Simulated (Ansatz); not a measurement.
# P on Pt(111): change of the work function, part 2 of 4

Aim: the work function of Pt(111) at several coverages of P (fcc site), and the dipole that each adsorbate carries.

Ansatz 0.2.0; plane-wave DFT, PBE, Ansatz PAW.

So far, work function, upper face (eV): step 2 (the clean slab) 5.70.

**3. Adsorbate added, k-mesh 4×4×1, coverage 0.111 ML**

System of this step: PPt36 (P/Pt(111)). The cell holds 37 atoms: 36 Pt and 1 P. Cell: a = 8.316 Å, b = 8.316 Å, c = 26.830 Å, α = 90.0°, β = 90.0°, γ = 60.0°. Vacuum lies along c.

The clean slab as it ended is repeated in the plane and the adsorbate is set on one face; the cell's size fixes the coverage, and the k-mesh shrinks with it to keep the sampling density about even. Adsorbate and upper layers relax, since the dipole depends on the height.

Contents of input.yaml:

```yaml
crystal:
  lattice:
    - [8.3155757468, 1.0e-10, 0.0]
    - [4.1577878733, 7.2014998438, 0.0]
    - [0.0, 0.0, 26.8299262904]
  atoms:
    - { symbol: Pt, position: [0.0, 0.0, 0.3354463185] }
    - { symbol: Pt, position: [0.1111111111, 0.1111111111, 0.4198003727] }
    - { symbol: Pt, position: [0.2222222222, 0.2222222222, 0.5057774816] }
    - { symbol: Pt, position: [0.0, 0.0, 0.5928265803] }
    - { symbol: Pt, position: [0.0, 0.3333333333, 0.3354463185] }
    - { symbol: Pt, position: [0.1111111111, 0.4444444444, 0.4198003727] }
    - { symbol: Pt, position: [0.2222222222, 0.5555555556, 0.5057774816] }
    - { symbol: Pt, position: [0.0, 0.3333333333, 0.5928265803] }
    - { symbol: Pt, position: [0.0, 0.6666666667, 0.3354463185] }
    - { symbol: Pt, position: [0.1111111111, 0.7777777778, 0.4198003727] }
    - { symbol: Pt, position: [0.2222222222, 0.8888888889, 0.5057774816] }
    - { symbol: Pt, position: [0.0, 0.6666666667, 0.5928265803] }
    - { symbol: Pt, position: [0.3333333333, 0.0, 0.3354463185] }
    - { symbol: Pt, position: [0.4444444444, 0.1111111111, 0.4198003727] }
    - { symbol: Pt, position: [0.5555555556, 0.2222222222, 0.5057774816] }
    - { symbol: Pt, position: [0.3333333333, 0.0, 0.5928265803] }
    - { symbol: Pt, position: [0.3333333333, 0.3333333333, 0.3354463185] }
    - { symbol: Pt, position: [0.4444444444, 0.4444444444, 0.4198003727] }
    - { symbol: Pt, position: [0.5555555556, 0.5555555556, 0.5057774816] }
    - { symbol: Pt, position: [0.3333333333, 0.3333333333, 0.5928265803] }
    - { symbol: Pt, position: [0.3333333333, 0.6666666667, 0.3354463185] }
    - { symbol: Pt, position: [0.4444444444, 0.7777777778, 0.4198003727] }
    - { symbol: Pt, position: [0.5555555556, 0.8888888889, 0.5057774816] }
    - { symbol: Pt, position: [0.3333333333, 0.6666666667, 0.5928265803] }
    - { symbol: Pt, position: [0.6666666667, 0.0, 0.3354463185] }
    - { symbol: Pt, position: [0.7777777778, 0.1111111111, 0.4198003727] }
    - { symbol: Pt, position: [0.8888888889, 0.2222222222, 0.5057774816] }
    - { symbol: Pt, position: [0.6666666667, 0.0, 0.5928265803] }
    - { symbol: Pt, position: [0.6666666667, 0.3333333333, 0.3354463185] }
    - { symbol: Pt, position: [0.7777777778, 0.4444444444, 0.4198003727] }
    - { symbol: Pt, position: [0.8888888889, 0.5555555556, 0.5057774816] }
    - { symbol: Pt, position: [0.6666666667, 0.3333333333, 0.5928265803] }
    - { symbol: Pt, position: [0.6666666667, 0.6666666667, 0.3354463185] }
    - { symbol: Pt, position: [0.7777777778, 0.7777777778, 0.4198003727] }
    - { symbol: Pt, position: [0.8888888889, 0.8888888889, 0.5057774816] }
    - { symbol: Pt, position: [0.6666666667, 0.6666666667, 0.5928265803] }
    - { symbol: P, position: [0.1111111111, 0.1111111111, 0.6645536815] }
kpoints:
  mp_grid: { grid: [4, 4, 1] }
hamiltonian:
  xc: pbe
scf:
  occupations: { method: fermi_dirac, width: 0.1 }
  convergence: { dr2_threshold: 1.0e-08 }
efield:
  axis: 3
  dipole_correction: true
  ramp_position: 0.97
  ramp_width: 0.06
relax:
  f_tol: 0.02
  max_steps: 60
  constraints:
    - { sites: [0, 1, 4, 5, 8, 9, 12, 13, 16, 17, 20, 21, 24, 25, 28, 29, 32, 33] }
output:
  write_potential: true
  write_density: true
  volumetric_format: npy
```

The run is started by

```sh
ansatz run input.yaml --threads 4 --pin off --max-ram 16384MiB --backend cpu --events-out ev --progress --plain --runs-dir out
```

Numbers of over 12 decimals in the logs are rounded to 6 here.

Log:

```text
[...]
Crystal: 37 atoms, lattice volume = 1606.700 Å³
Basis set: ecut = 420 eV, 31241 PW (Γ), exchange–correlation on 120×120×360 points (8 copies of the dense FFT grid, shifted against one another)
Bands: 392, of which v1, the nominal top of the filled ones, is band 327 counted from 1 (326 counted from 0)
Symmetry: 6 space group operations
[...]
k-points: 4 of 16 (time reversal used)
[...]
SCF iter   1: F=—  HF=-451575.931506 eV  |F-HF|=—  |Δ(HF+E_count)|=         —  Δρ=5.43e-3  dr2=2.42e0  ethr=1.77e-3  p=0.097 e·Å  D=1.09e-2 V/Å  ΔV_dip=-0.29 eV  dr2_dipole=7.01e-5  V_vac-E_F(+/−)=4.97/5.26 eV  ⟨swp⟩=7.0  Hψ=6517  notcnv=0  defer=81
[...]
SCF iter  13: F=-451575.873041 eV  HF=-451575.873041 eV  |F-HF|=7.16e-9  |Δ(HF+E_count)|=   1.25e-8  Δρ=2.60e-7  dr2=2.12e-9  ethr=1.53e-12  p=0.127 e·Å  D=1.43e-2 V/Å  ΔV_dip=-0.38 eV  dr2_dipole=7.92e-12  V_vac-E_F(+/−)=5.29/5.67 eV  ⟨swp⟩=9.5  Hψ=10572  notcnv=0
SCF 1 converged in 13 iterations: F = -451575.873041 eV  dr2 = 2.12e-9
[...]
relax step   1: F+E_penalty+E_count = -451575.87304091 eV  Δ(F+E_penalty+E_count) = +0.000e0 eV  max|allowed force component| = 3.609e0 eV/Å  Δτ_max = 0.0000 Å  (13 SCF iters, accepted)
[...]
SCF iter  12: F=-451576.616518 eV  HF=-451576.616518 eV  |F-HF|=1.48e-8  |Δ(HF+E_count)|=   1.69e-8  Δρ=3.91e-7  dr2=7.89e-9  ethr=1.53e-12  p=0.098 e·Å  D=1.11e-2 V/Å  ΔV_dip=-0.30 eV  dr2_dipole=6.93e-11  V_vac-E_F(+/−)=5.38/5.67 eV  ⟨swp⟩=8.5  Hψ=9356  notcnv=0
SCF 2 converged in 12 iterations: F = -451576.616518 eV  dr2 = 7.89e-9
relax step   2: F+E_penalty+E_count = -451576.61651804 eV  Δ(F+E_penalty+E_count) = -7.435e-1 eV  max|allowed force component| = 1.365e0 eV/Å  Δτ_max = 0.1949 Å  (12 SCF iters, accepted)
SCF iter   1: F=—  HF=-451576.701657 eV  |F-HF|=—  |Δ(HF+E_count)|=         —  Δρ=1.99e-3  dr2=7.29e-2  ethr=7.74e-5  p=0.098 e·Å  D=1.11e-2 V/Å  ΔV_dip=-0.30 eV  dr2_dipole=1.40e-2  V_vac-E_F(+/−)=5.38/5.68 eV  ⟨swp⟩=4.0  Hψ=4174  notcnv=0  defer=133
[...]
SCF iter  11: F=-451576.689322 eV  HF=-451576.689322 eV  |F-HF|=2.92e-8  |Δ(HF+E_count)|=   6.79e-8  Δρ=4.59e-7  dr2=9.04e-9  ethr=1.53e-12  p=0.087 e·Å  D=9.81e-3 V/Å  ΔV_dip=-0.26 eV  dr2_dipole=2.78e-11  V_vac-E_F(+/−)=5.42/5.68 eV  ⟨swp⟩=9.0  Hψ=9987  notcnv=0
SCF 3 converged in 11 iterations: F = -451576.689322 eV  dr2 = 9.04e-9
relax step   3: F+E_penalty+E_count = -451576.68932235 eV  Δ(F+E_penalty+E_count) = -7.280e-2 eV  max|allowed force component| = 4.352e-1 eV/Å  Δτ_max = 0.0881 Å  (11 SCF iters, accepted)
[...]
relax step   4: F+E_penalty+E_count = -451576.69818386 eV  Δ(F+E_penalty+E_count) = -8.862e-3 eV  max|allowed force component| = 3.185e-2 eV/Å  Δτ_max = 0.0233 Å  (10 SCF iters, accepted)
SCF iter   1: F=—  HF=-451576.702208 eV  |F-HF|=—  |Δ(HF+E_count)|=         —  Δρ=2.11e-4  dr2=7.06e-4  ethr=1.65e-6  p=0.087 e·Å  D=9.77e-3 V/Å  ΔV_dip=-0.26 eV  dr2_dipole=1.50e-5  V_vac-E_F(+/−)=5.42/5.68 eV  ⟨swp⟩=2.0  Hψ=2659  notcnv=0  defer=134
[...]
SCF iter   9: F=-451576.698660 eV  HF=-451576.698660 eV  |F-HF|=1.49e-8  |Δ(HF+E_count)|=   2.99e-8  Δρ=2.77e-7  dr2=2.33e-9  ethr=1.53e-12  p=0.087 e·Å  D=9.81e-3 V/Å  ΔV_dip=-0.26 eV  dr2_dipole=5.79e-11  V_vac-E_F(+/−)=5.42/5.68 eV  ⟨swp⟩=8.0  Hψ=9129  notcnv=0
SCF 5 converged in 9 iterations: F = -451576.698660 eV  dr2 = 2.33e-9
[...]
relax step   5: F+E_penalty+E_count = -451576.69866025 eV  Δ(F+E_penalty+E_count) = -4.764e-4 eV  max|allowed force component| = 1.765e-3 eV/Å  Δτ_max = 0.0059 Å  (9 SCF iters, accepted)
NSCF: frozen V_eff on 4 k-points
[...]
SCF converged after 9 iterations
Free energy (F): -451576.698660 eV
[...]
Internal energy: -451574.818076 eV  (E = F + TS)
E sigma→0 (E₀):  -451575.758368 eV
Entropy (-TS):   -1.880584 eV (-50.827 meV/atom)
Fermi energy:    4.340272 eV
Dipole field:    D = 0.009812 V/Å  (p = 0.087126 e·Å, saw-weighted, corrected)
Work function:   Φ+ = 5.4156 eV   Φ− = 5.6789 eV
[...]
--- Forces (eV/Å), atoms counted from 1 ---
  atom   1  Pt    -0.00302480    -0.00174637    -0.47731797
  atom   2  Pt     0.00000000     0.00000000     0.67006726
  atom   3  Pt    -0.00038106    -0.00022000    -0.00096859
  atom   4  Pt    -0.00072645    -0.00041942    -0.00126015
  atom   5  Pt    -0.00000000     0.00349274    -0.47731797
  atom   6  Pt    -0.04511734     0.00820472     0.51215700
  atom   7  Pt    -0.00045159     0.00026073    -0.00034744
  atom   8  Pt    -0.00000000     0.00083884    -0.00126015
  atom   9  Pt     0.02587982    -0.01494172    -0.50023662
  atom  10  Pt    -0.02966417     0.03497040     0.51215700
  atom  11  Pt    -0.00000000     0.00044001    -0.00096859
  atom  12  Pt    -0.00022321     0.00012887     0.00055480
  atom  13  Pt     0.00302480    -0.00174637    -0.47731797
  atom  14  Pt    -0.01545317    -0.04317512     0.51215700
  atom  15  Pt     0.00000000    -0.00052145    -0.00034744
  atom  16  Pt     0.00072645    -0.00041942    -0.00126015
  atom  17  Pt     0.01156785     0.00667870    -0.49089009
  atom  18  Pt     0.00000000     0.00000000     0.44818878
  atom  19  Pt     0.00045159     0.00026073    -0.00034744
  atom  20  Pt    -0.00152837    -0.00088240     0.00086472
  atom  21  Pt     0.00000000    -0.01335741    -0.49089009
  atom  22  Pt     0.02966417     0.03497040     0.51215700
  atom  23  Pt    -0.00144611     0.00083491     0.00037333
  atom  24  Pt    -0.00000000     0.00176481     0.00086472
  atom  25  Pt    -0.00000000     0.02988344    -0.50023662
  atom  26  Pt     0.01545317    -0.04317512     0.51215700
  atom  27  Pt     0.00038106    -0.00022000    -0.00096859
  atom  28  Pt     0.00000000    -0.00025774     0.00055480
  atom  29  Pt    -0.01156785     0.00667870    -0.49089009
  atom  30  Pt     0.04511734     0.00820472     0.51215700
  atom  31  Pt     0.00000000    -0.00166983     0.00037333
  atom  32  Pt     0.00152837    -0.00088240     0.00086472
  atom  33  Pt    -0.02587982    -0.01494172    -0.50023662
  atom  34  Pt     0.00000000     0.00000000     0.21563474
  atom  35  Pt     0.00144611     0.00083491     0.00037333
  atom  36  Pt     0.00022321     0.00012887     0.00055480
  atom  37  P      0.00000000    -0.00000000     0.00085418
  max |Σ_I F_I| component: 2.96e-6 eV/Å
--- Band table (eV) ---
  k-point 0: bands = [... 323 lower, 3.9592, 3.9592, 3.9742, 3.9742, 3.9811, 4.0061, 4.0258, 4.0258, ... 61 higher]
  k-point 1: bands = [... 323 lower, 4.1868, 4.1931, 4.2332, 4.2604, 4.3320, 4.3690, 4.3763, 4.4037, ... 61 higher]
  k-point 2: bands = [... 323 lower, 4.3037, 4.3127, 4.3247, 4.3444, 4.5303, 4.5786, 4.5891, 4.6161, ... 61 higher]
  k-point 3: bands = [... 323 lower, 4.3137, 4.3427, 4.3867, 4.4244, 4.4371, 4.4613, 4.4784, 4.5117, ... 61 higher]
--- Relaxed structure (5 steps of the walk, 5 accepted, 0 SCFs on fresh bases) ---
  F+E_penalty+E_count = -451576.69866025 eV   max|allowed force component| = 1.765e-3 eV/Å
  atoms:
    - { symbol: Pt, position: [1.1111113280699717e-11, 1.1111113280699722e-11, 0.335446] }
    - { symbol: Pt, position: [0.111111, 0.111111, 0.4198003727] }
    - { symbol: Pt, position: [0.221793, 0.221793, 0.506827] }
    - { symbol: Pt, position: [-0.00433084, -0.00433084, 0.597312] }
    - { symbol: Pt, position: [1.1111084274872951e-11, 0.333333, 0.335446] }
    - { symbol: Pt, position: [0.111111, 0.444444, 0.4198003727] }
    - { symbol: Pt, position: [0.222016, 0.555659, 0.505603] }
    - { symbol: Pt, position: [-0.00433084, 0.341995, 0.597312] }
    - { symbol: Pt, position: [-2.2222279572048365e-11, 0.666667, 0.335446] }
    - { symbol: Pt, position: [0.111111, 0.777778, 0.4198003727] }
    - { symbol: Pt, position: [0.221793, 0.889748, 0.506827] }
    - { symbol: Pt, position: [-0.000136388, 0.666735, 0.593071] }
    - { symbol: Pt, position: [0.333333, 1.111111328069972e-11, 0.335446] }
    - { symbol: Pt, position: [0.444444, 0.111111, 0.4198003727] }
    - { symbol: Pt, position: [0.555659, 0.222016, 0.505603] }
    - { symbol: Pt, position: [0.341995, -0.00433084, 0.597312] }
    - { symbol: Pt, position: [0.333333, 0.333333, 0.335446] }
    - { symbol: Pt, position: [0.444444, 0.444444, 0.4198003727] }
    - { symbol: Pt, position: [0.555659, 0.555659, 0.505603] }
    - { symbol: Pt, position: [0.335267, 0.335267, 0.592813] }
    - { symbol: Pt, position: [0.333333, 0.666667, 0.335446] }
    - { symbol: Pt, position: [0.444444, 0.777778, 0.4198003727] }
    - { symbol: Pt, position: [0.554282, 0.889526, 0.506199] }
    - { symbol: Pt, position: [0.335267, 0.662799, 0.592813] }
    - { symbol: Pt, position: [0.666667, -2.2222204306928902e-11, 0.335446] }
    - { symbol: Pt, position: [0.777778, 0.111111, 0.4198003727] }
    - { symbol: Pt, position: [0.889748, 0.221793, 0.506827] }
    - { symbol: Pt, position: [0.666735, -0.000136388, 0.593071] }
    - { symbol: Pt, position: [0.666667, 0.333333, 0.335446] }
    - { symbol: Pt, position: [0.777778, 0.444444, 0.4198003727] }
    - { symbol: Pt, position: [0.889526, 0.554282, 0.506199] }
    - { symbol: Pt, position: [0.662799, 0.335267, 0.592813] }
    - { symbol: Pt, position: [0.666667, 0.666667, 0.335446] }
    - { symbol: Pt, position: [0.777778, 0.777778, 0.4198003727] }
    - { symbol: Pt, position: [0.889526, 0.889526, 0.506199] }
    - { symbol: Pt, position: [0.666735, 0.666735, 0.593071] }
    - { symbol: P, position: [0.111111, 0.111111, 0.654742] }
```

Run time: 13 min. Hardware: 4 threads of Arm Neoverse V1, shared host; peak memory 10 GiB; 37 min of CPU time.

Step by step:

| step | energy less that of the first step (eV) | largest force component (eV/Å) |
| --- | --- | --- |
| 1 | 0.0000 | 3.6089 |
| 2 | -0.7435 | 1.3650 |
| 3 | -0.8163 | 0.4352 |
| 4 | -0.8251 | 0.0318 |
| 5 | -0.8256 | 0.0018 |

The run keeps the 6 symmetry operations that it works with, so distortions that break them were not tested.

The atoms that moved most (Å):

| atom | dx | dy | dz | length |
| --- | --- | --- | --- | --- |
| P37 | 0.000 | 0.000 | -0.263 | 0.263 |
| Pt8 | 0.000 | 0.062 | 0.120 | 0.136 |
| Pt4 | -0.054 | -0.031 | 0.120 | 0.136 |
| Pt16 | 0.054 | -0.031 | 0.120 | 0.136 |
| Pt27 | 0.005 | -0.003 | 0.028 | 0.029 |
| Pt11 | 0.000 | 0.006 | 0.028 | 0.029 |
| Pt3 | -0.005 | -0.003 | 0.028 | 0.029 |
| Pt24 | 0.000 | -0.028 | 0.000 | 0.028 |

Final coordinates:

```cif
data_structure
_symmetry_space_group_name_H-M 'P 1'
_symmetry_Int_Tables_number 1
_cell_length_a 8.3156
_cell_length_b 8.3156
_cell_length_c 26.8299
_cell_angle_alpha 90.000
_cell_angle_beta 90.000
_cell_angle_gamma 60.000
_cell_volume 1606.70
loop_
_atom_site_label
_atom_site_type_symbol
_atom_site_fract_x
_atom_site_fract_y
_atom_site_fract_z
_atom_site_occupancy
Pt1 Pt 0.00000 0.00000 0.33545 1
Pt2 Pt 0.11111 0.11111 0.41980 1
Pt3 Pt 0.22179 0.22179 0.50683 1
Pt4 Pt 0.99567 0.99567 0.59731 1
Pt5 Pt 0.00000 0.33333 0.33545 1
Pt6 Pt 0.11111 0.44444 0.41980 1
Pt7 Pt 0.22202 0.55566 0.50560 1
Pt8 Pt 0.99567 0.34200 0.59731 1
Pt9 Pt 0.00000 0.66667 0.33545 1
Pt10 Pt 0.11111 0.77778 0.41980 1
Pt11 Pt 0.22179 0.88975 0.50683 1
Pt12 Pt 0.99986 0.66673 0.59307 1
Pt13 Pt 0.33333 0.00000 0.33545 1
Pt14 Pt 0.44444 0.11111 0.41980 1
Pt15 Pt 0.55566 0.22202 0.50560 1
Pt16 Pt 0.34200 0.99567 0.59731 1
Pt17 Pt 0.33333 0.33333 0.33545 1
Pt18 Pt 0.44444 0.44444 0.41980 1
Pt19 Pt 0.55566 0.55566 0.50560 1
Pt20 Pt 0.33527 0.33527 0.59281 1
Pt21 Pt 0.33333 0.66667 0.33545 1
Pt22 Pt 0.44444 0.77778 0.41980 1
Pt23 Pt 0.55428 0.88953 0.50620 1
Pt24 Pt 0.33527 0.66280 0.59281 1
Pt25 Pt 0.66667 0.00000 0.33545 1
Pt26 Pt 0.77778 0.11111 0.41980 1
Pt27 Pt 0.88975 0.22179 0.50683 1
Pt28 Pt 0.66673 0.99986 0.59307 1
Pt29 Pt 0.66667 0.33333 0.33545 1
Pt30 Pt 0.77778 0.44444 0.41980 1
Pt31 Pt 0.88953 0.55428 0.50620 1
Pt32 Pt 0.66280 0.33527 0.59281 1
Pt33 Pt 0.66667 0.66667 0.33545 1
Pt34 Pt 0.77778 0.77778 0.41980 1
Pt35 Pt 0.88953 0.88953 0.50620 1
Pt36 Pt 0.66673 0.66673 0.59307 1
P37 P 0.11111 0.11111 0.65474 1
```

This step gave:

| Item | Value |
| --- | --- |
| energy at zero smearing | -451575.7584 eV |
| work function, upper face | 5.416 eV |
| work function, lower face | 5.679 eV |
| dipole along the normal | 0.08713 e·Å |
| step between the vacuum levels | -0.2633 eV |

Running mean over 2.263 Å of the planar mean; the ramp of the sawtooth is left out. Table of electron's electrostatic potential energy less the Fermi level by z:

```
z (Å)  electron's electrostatic potential energy less the Fermi level (eV)
  3.5                                                                 5.68
  4.0                                                                 5.68
  4.5                                                                 5.68
  5.0                                                                 5.68
  5.5                                                                 5.66
  6.0                                                                 5.62
  6.5                                                                 5.43
  7.0                                                                 4.62
  7.5                                                                 1.21
  8.0                                                                -4.96
  8.5                                                                -9.99
  9.0                                                                -11.6
  9.5                                                                -11.9
 10.0                                                                -12.1
 10.5                                                                -12.1
 11.0                                                                -12.2
 11.5                                                                -12.1
 12.0                                                                -11.7
 12.5                                                                -11.5
 13.0                                                                -11.8
 13.5                                                                -12.0
 14.0                                                                -11.7
 14.5                                                                -11.0
 15.0                                                                -10.9
 15.5                                                                -11.5
 16.0                                                                -11.8
 16.5                                                                -10.4
 17.0                                                                -5.55
 17.5                                                                0.280
 18.0                                                                 3.32
 18.5                                                                 4.32
 19.0                                                                 4.97
 19.5                                                                 5.30
 20.0                                                                 5.39
 20.5                                                                 5.41
 21.0                                                                 5.41
 21.5                                                                 5.42
 22.0                                                                 5.42
 22.5                                                                 5.42
 23.0                                                                 5.42
 23.5                                                                 5.42
```

The relaxation took 5 steps and lowered the energy by 0.83 eV; the largest force on the free atoms ends at 0.0018 eV/Å.

The covered face has 5.42 eV, -0.29 eV against the clean one; the bare back face has moved by +0.01 eV, a measure of how thin the slab is.

[end of part 2 of 4]

[Logs are printed without paths, hosts, clocks, repeated set-up lines and the standing remarks that a program may print on its own settings, such as how far it seeks lower states.]

[Hosts, paths, dates, database ids (printed as entryN), source tags and the programs' standing remarks are cut or masked in the printed files.]

[Maps of the electrostatic potential energy from Ansatz leave out the sawtooth potential of an applied field or a dipole correction, so their vacuum need not be flat; planar profiles and work functions include it.]
